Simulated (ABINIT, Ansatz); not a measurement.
# Quasiparticle gap of BaH2 (P6_3/mmc) in ABINIT

Wanted: ground state, empty states, screening and self-energy for BaH2 (P6_3/mmc).

Program: ABINIT 10.8.3. Level of theory: PBEsol and many-body steps on it, plane waves. Results are calculated unless marked as measured.

## (1) The structure

The structure is hexagonal, space group P6_3/mmc (No. 194). Conventional cell: a = 4.462 Å, b = 4.462 Å, c = 6.055 Å, α = 90.00°, β = 90.00°, γ = 120.00°. Nearest to Ba lie 11 H at 2.58 to 3.03 Å. Nearest to H lie 5 Ba at 2.58 to 3.03 Å and 6 H at 2.99 Å. H has 6 Ba at 2.99 Å and 8 H at 2.99 to 3.03 Å nearest. Farther neighbours are not listed.

As a file:

```cif
data_structure
_symmetry_space_group_name_H-M 'P 1'
_symmetry_Int_Tables_number 1
_cell_length_a 4.4620
_cell_length_b 4.4620
_cell_length_c 6.0553
_cell_angle_alpha 90.000
_cell_angle_beta 90.000
_cell_angle_gamma 120.000
_cell_volume 104.41
loop_
_atom_site_label
_atom_site_type_symbol
_atom_site_fract_x
_atom_site_fract_y
_atom_site_fract_z
_atom_site_occupancy
Ba1 Ba 0.66667 0.33333 0.75000 1
Ba2 Ba 0.33333 0.66667 0.25000 1
H3 H 0.33333 0.66667 0.75000 1
H4 H 0.66667 0.33333 0.25000 1
H5 H 0.00000 0.00000 0.50000 1
H6 H 0.00000 0.00000 0.00000 1
```

The cell and positions are those that the Materials Project relaxed with its own functionals (PBE, PBE+U or r2SCAN), kept fixed. Spin-orbit coupling is left out unless a step names it.

## (2) Ground state

This step: ABINIT 10.8.3; DFT, PBEsol, plane waves, norm-conserving pseudopotentials.

The ground-state density comes first.

Contents of run.abi:

```
acell 3*1.0 Angstrom
rprim 
  4.462025052349 0.000000000014 0.000000000000
  -2.231012526186 3.864227047650 0.000000000000
  0.000000000000 0.000000000000 6.055292590000
ntypat 2
znucl 56 1
natom 6
typat 1 1 2 2 2 2
xred 
  0.666666666667 0.333333333333 0.750000000000
  0.333333333333 0.666666666667 0.250000000000
  0.333333333333 0.666666666667 0.750000000000
  0.666666666667 0.333333333333 0.250000000000
  -0.000000000000 -0.000000000000 0.500000000000
  -0.000000000000 -0.000000000000 0.000000000000
pp_dirpath "pseudos"
pseudos "Ba.upf, H.upf"
ecut 32
ngkpt 6 6 4
nshiftk 1
shiftk 0 0 0
kptopt 1
chksymbreak 0
nband 19
occopt 1
tolvrs 1e-10
nstep 60
prtwf 0
optforces 0
optstress 0
indata_prefix "in"
outdata_prefix "out"
tmpdata_prefix "tmp"
```

Run with:

```console
OMP_NUM_THREADS=1 mpirun -n 8 abinit run.abi > log
```

Numbers of over 12 decimals in the logs are rounded to 6 here.

The program printed:

```text
.Version 10.8.3 of ABINIT. v10.8.2 released Aug 2026.

 Symmetries : space group P6_3/m m c (#194); Bravais hP (primitive hexag.)
================================================================================
 Values of the parameters that define the memory need of the present run
     intxc =       0    ionmov =       0      iscf =       7    lmnmax =       6
     lnmax =       6     mgfft =      60  mpssoang =       3    mqgrid =    3001
     natom =       6  nloc_mem =       1    nspden =       1   nspinor =       1
    nsppol =       1      nsym =      24    n1xccc =    2501    ntypat =       2
    occopt =       1   xclevel =       2
-    mband =          19        mffmem =           1         mkmem =           3
       mpw =        6123          nfft =      121500          nkpt =          21
================================================================================
  Rough estimation (10% accuracy) of disk space for files :
================================================================================

--------------------------------------------------------------------------------
------------- Echo of variables that govern the present computation ------------
--------------------------------------------------------------------------------
 -outvars: echo values of preprocessed input variables --------
            acell      1.8897261259E+00  1.8897261259E+00  1.8897261259E+00 Bohr

      chksymbreak           0
             ecut      3.20000000E+01 Hartree
-          fftalg         312

              ixc     -116133
              kpt      0.00000000E+00  0.00000000E+00  0.00000000E+00
                       1.66666667E-01  0.00000000E+00  0.00000000E+00
                       3.33333333E-01  0.00000000E+00  0.00000000E+00
                       5.00000000E-01  0.00000000E+00  0.00000000E+00
                       1.66666667E-01  1.66666667E-01  0.00000000E+00
                       3.33333333E-01  1.66666667E-01  0.00000000E+00
                       3.33333333E-01  3.33333333E-01  0.00000000E+00
                       0.00000000E+00  0.00000000E+00  2.50000000E-01
                       1.66666667E-01  0.00000000E+00  2.50000000E-01
   [... 10 further rows ...]
                       3.33333333E-01  1.66666667E-01  5.00000000E-01
                       3.33333333E-01  3.33333333E-01  5.00000000E-01
         kptrlatt        6    0    0      0    6    0      0    0    4
          kptrlen      4.57713784E+01
P           mkmem           3
            natom           6
            nband          19
            ngfft          45      45      60
             nkpt          21
            nstep          60
             nsym          24
           ntypat           2
              occ      2.000000  2.000000  2.000000  2.000000  2.000000  2.000000
                       2.000000  2.000000  2.000000  2.000000  2.000000  2.000000
                       0.000000  0.000000  0.000000  0.000000  0.000000  0.000000
                       0.000000
        optforces           0
        optstress           0
            prtwf           0
            rprim      4.4620250523E+00  1.4000000000E-11  0.0000000000E+00
[...]
spgroup         194

           tolvrs      1.00000000E-10

             xred      6.6666666667E-01  3.3333333333E-01  7.5000000000E-01
[...]
znucl       56.00000    1.00000

================================================================================

 chkinp: Checking input parameters for consistency.

================================================================================
== DATASET  1 ==================================================================
-   mpi_nproc: 8, omp_nthreads: 1 (-1 if OMP is not activated)

--- !DatasetInfo
iteration_state: {dtset: 1, }
dimensions: {natom: 6, nkpt: 21, mband: 19, nsppol: 1, nspinor: 1, nspden: 1, mpw: 6123, }
cutoff_energies: {ecut:  32.0, pawecutdg:  -1.0, }
electrons: {nelect:   2.40000000E+01, charge:   0.00000000E+00, occopt:   1.00000000E+00, tsmear:   1.00000000E-02, }

 Real(R)+Recip(G) space primitive vectors, cartesian coordinates (Bohr,Bohr^-1):
 R(1)=  8.4320053  0.0000000  0.0000000  G(1)=  0.1185958  0.0684713  0.0000000
 R(2)= -4.2160027  7.3023308  0.0000000  G(2)=  0.0000000  0.1369426  0.0000000
 R(3)=  0.0000000  0.0000000 11.4428446  G(3)=  0.0000000  0.0000000  0.0873909
 Unit cell volume ucvol=  7.0457361E+02 bohr^3
 Angles (23,13,12)=  9.00000000E+01  9.00000000E+01  1.20000000E+02 degrees

 getcut: wavevector=  0.0000  0.0000  0.0000  ngfft=  45  45  60
         ecut(hartree)=     32.000   => boxcut(ratio)=   2.04919

--- Pseudopotential description ------------------------------------------------
- Ba Generated using ONCVPSP code by D. R. Hamann
- 56.00000  10.00000  180301                  znucl, zion, pspdat
12 -116133 2 -1 1936                          pspcod,pspxc,lmax,lloc,mmax
     nproj     2     2     2
  pspatm : epsatm=   26.37418133
         --- l  ekb(1:nproj) -->
[...]
pspatm: atomic psp has been read  and splines computed

- H Generated using ONCVPSP code by D. R. Hamann
-  1.00000   1.00000  180301                  znucl, zion, pspdat
12 -116133 1 -1 1180                          pspcod,pspxc,lmax,lloc,mmax
     nproj     2     1     0
  pspatm : epsatm=    0.35585368
         --- l  ekb(1:nproj) -->
[...]
1   -0.494138
 pspatm: atomic psp has been read  and splines computed

   1.30012266E+03                                ecore*ucvol(ha*bohr**3)
--------------------------------------------------------------------------------

_setup2: Arith. and geom. avg. npw (full set) are    6093.771    6093.766

================================================================================

--- !BeginCycle
iteration_state: {dtset: 1, }
solver: {iscf: 7, nstep: 60, nline: 4, wfoptalg: 0, }
tolerances: {tolvrs: 1.00E-10, }

     iter   Etot(hartree)      deltaE(h)  residm     vres2
 ETOT  1  -58.544136812078    -5.854E+01 3.436E-02 2.163E+02
 ETOT  2  -58.596778237353    -5.264E-02 2.126E-03 1.561E+00
 ETOT  3  -58.597175463096    -3.972E-04 3.370E-04 2.030E-01
 ETOT  4  -58.597191250721    -1.579E-05 3.285E-04 4.510E-03
 ETOT  5  -58.597191522449    -2.717E-07 7.758E-05 2.965E-04
 ETOT  6  -58.597191544652    -2.220E-08 4.386E-05 5.513E-06
 ETOT  7  -58.597191545033    -3.809E-10 5.614E-05 6.062E-08
 ETOT  8  -58.597191545038    -5.613E-12 2.740E-05 4.778E-10
 ETOT  9  -58.597191545038     5.755E-13 3.394E-05 9.270E-12

 At SCF step    9       vres2   =  9.27E-12 < tolvrs=  1.00E-10 =>converged.

--- !ResultsGS
iteration_state: {dtset: 1, }
comment   : Summary of ground state results
lattice_vectors:
- [  8.4320053,   0.0000000,   0.0000000, ]
- [ -4.2160027,   7.3023308,   0.0000000, ]
- [  0.0000000,   0.0000000,  11.4428446, ]
lattice_lengths: [   8.43201,    8.43201,   11.44284, ]
lattice_angles: [ 90.000,  90.000, 120.000, ] # degrees, (23, 13, 12)
lattice_volume:   7.0457361E+02
convergence: {deltae:  5.755E-13, res2:  9.270E-12, residm:  3.394E-05, diffor:  0.000E+00, }
etotal    :  -5.85971915E+01
entropy   :   0.00000000E+00
fermie    :   1.51815635E-01
cartesian_stress_tensor: null
pressure_GPa: null
xred      :
- [  6.6667E-01,   3.3333E-01,   7.5000E-01, Ba]
- [  3.3333E-01,   6.6667E-01,   2.5000E-01, Ba]
- [  3.3333E-01,   6.6667E-01,   7.5000E-01,  H]
- [  6.6667E-01,   3.3333E-01,   2.5000E-01,  H]
- [  9.2519E-17,   9.2519E-17,   5.0000E-01,  H]
- [  9.2519E-17,   9.2519E-17,   2.7756E-17,  H]
cartesian_forces: null
force_length_stats: {min: null, max: null, mean: null, }

 Integrated electronic density in atomic spheres:
 ------------------------------------------------
 Atom  Sphere_radius  Integrated_density
[...]
================================================================================

 ----iterations are completed or convergence reached----

 Mean square residual over all n,k,spin=   15.499E-08; max=  33.937E-06
 reduced coordinates (array xred) for    6 atoms
[...]
0.333333333333      0.666666666667      0.750000000000
       0.666666666667      0.333333333333      0.250000000000
       0.000000000000      0.000000000000      0.500000000000
       0.000000000000      0.000000000000      0.000000000000
 rms dE/dt=  0.0000E+00; max dE/dt=  0.0000E+00; dE/dt below (all hartree)
    1       0.000000000000      0.000000000000      0.000000000000
    2       0.000000000000      0.000000000000      0.000000000000
    3       0.000000000000      0.000000000000      0.000000000000
    4       0.000000000000      0.000000000000      0.000000000000
    5       0.000000000000      0.000000000000      0.000000000000
    6       0.000000000000      0.000000000000      0.000000000000

 cartesian coordinates (angstrom) at end:
    1      2.231013     1.288076     4.541469
    2     -7.67e-12     2.576151     1.513823
    3     -7.67e-12     2.576151     4.541469
    4      2.231013     1.288076     1.513823
    5      0.000000     0.000000     3.027646
    6      0.000000     0.000000     0.000000
 length scales=  1.889726125908  1.889726125908  1.889726125908 bohr
              =  1.000000000000  1.000000000000  1.000000000000 angstroms
 prteigrs : about to open file out_EIG
 Fermi (or HOMO) energy (hartree) =   0.15182   Average Vxc (hartree)=  -0.33174
 Eigenvalues (hartree) for nkpt=  21  k points:
 kpt#   1, nband= 19, wtk=  0.00694, kpt=  0.0000  0.0000  0.0000 (reduced coord)
  -0.84430   -0.83787   -0.32333   -0.29297   -0.29297   -0.28383   -0.28383   -0.28230
  -0.00795    0.04287    0.13315    0.15182    0.25198    0.25198    0.28885    0.28885
   0.28991    0.28991    0.31860
 prteigrs : prtvol=0 or 1, do not print more k-points.

--- !EnergyTerms
iteration_state     : {dtset: 1, }
comment             : Components of total free energy in Hartree
kinetic             :  1.50880991068302E+01
hartree             :  6.42460586600885E+00
xc                  : -1.46237885651961E+01
Ewald energy        : -4.52642621004392E+01
psp_core            :  1.84526163042131E+00
local_psp           : -2.86509529720032E+01
non_local_psp       :  6.58384548934019E+00
total_energy        : -5.85971915450379E+01
total_energy_eV     : -1.59451081206176E+03
band_energy         : -6.30054859323637E+00

== END DATASET(S) ==============================================================
================================================================================

 -outvars: echo values of variables after computation  --------
           etotal     -5.8597191545E+01
            nband          19
             nkpt          21
          spgroup         194
 [... the other variables as echoed above ...]

 Calculation completed.
```

Elapsed: 7.6 s, on 8 MPI ranks of AMD EPYC 9R45, shared host; peak memory 0.77 GiB; 59 s of CPU time.

This step gave:

| Property | Result |
| --- | --- |
| total energy | -1594.5108 eV |
| gap | 1.473 eV |
| k of the valence top | 0, 0, 0 |
| k of the conduction bottom | 0.3333, 0.3333, 0.5 |
| least direct gap | 2.542 eV |

The gap is indirect, with the least direct gap 1.07 eV higher.

(Part 1 of 3 ends here.)

[Paths, hosts, dates, memory and timing lines, banners, echoed tables and standing remarks are left out of the program output.]

[Logs are printed without paths, hosts, clocks, repeated set-up lines and the standing remarks that a program may print on its own settings, such as how far it seeks lower states.]

[Runs of the session that timed out or met a known fault of the program may be left out.]

[Hosts, paths, dates, database ids (printed as entryN), source tags and the programs' standing remarks are cut or masked in the printed files.]

[G0W0 gaps are taken among the corrected bands and points alone; a level outside them can change the order at an edge.]

[Where Ansatz stands beside ABINIT at settings called matched, ABINIT's density can come from a denser mesh and the files from another edition; pairs whose starting gaps differed by over 0.03 eV were left out, so agreement reads better than it is.]
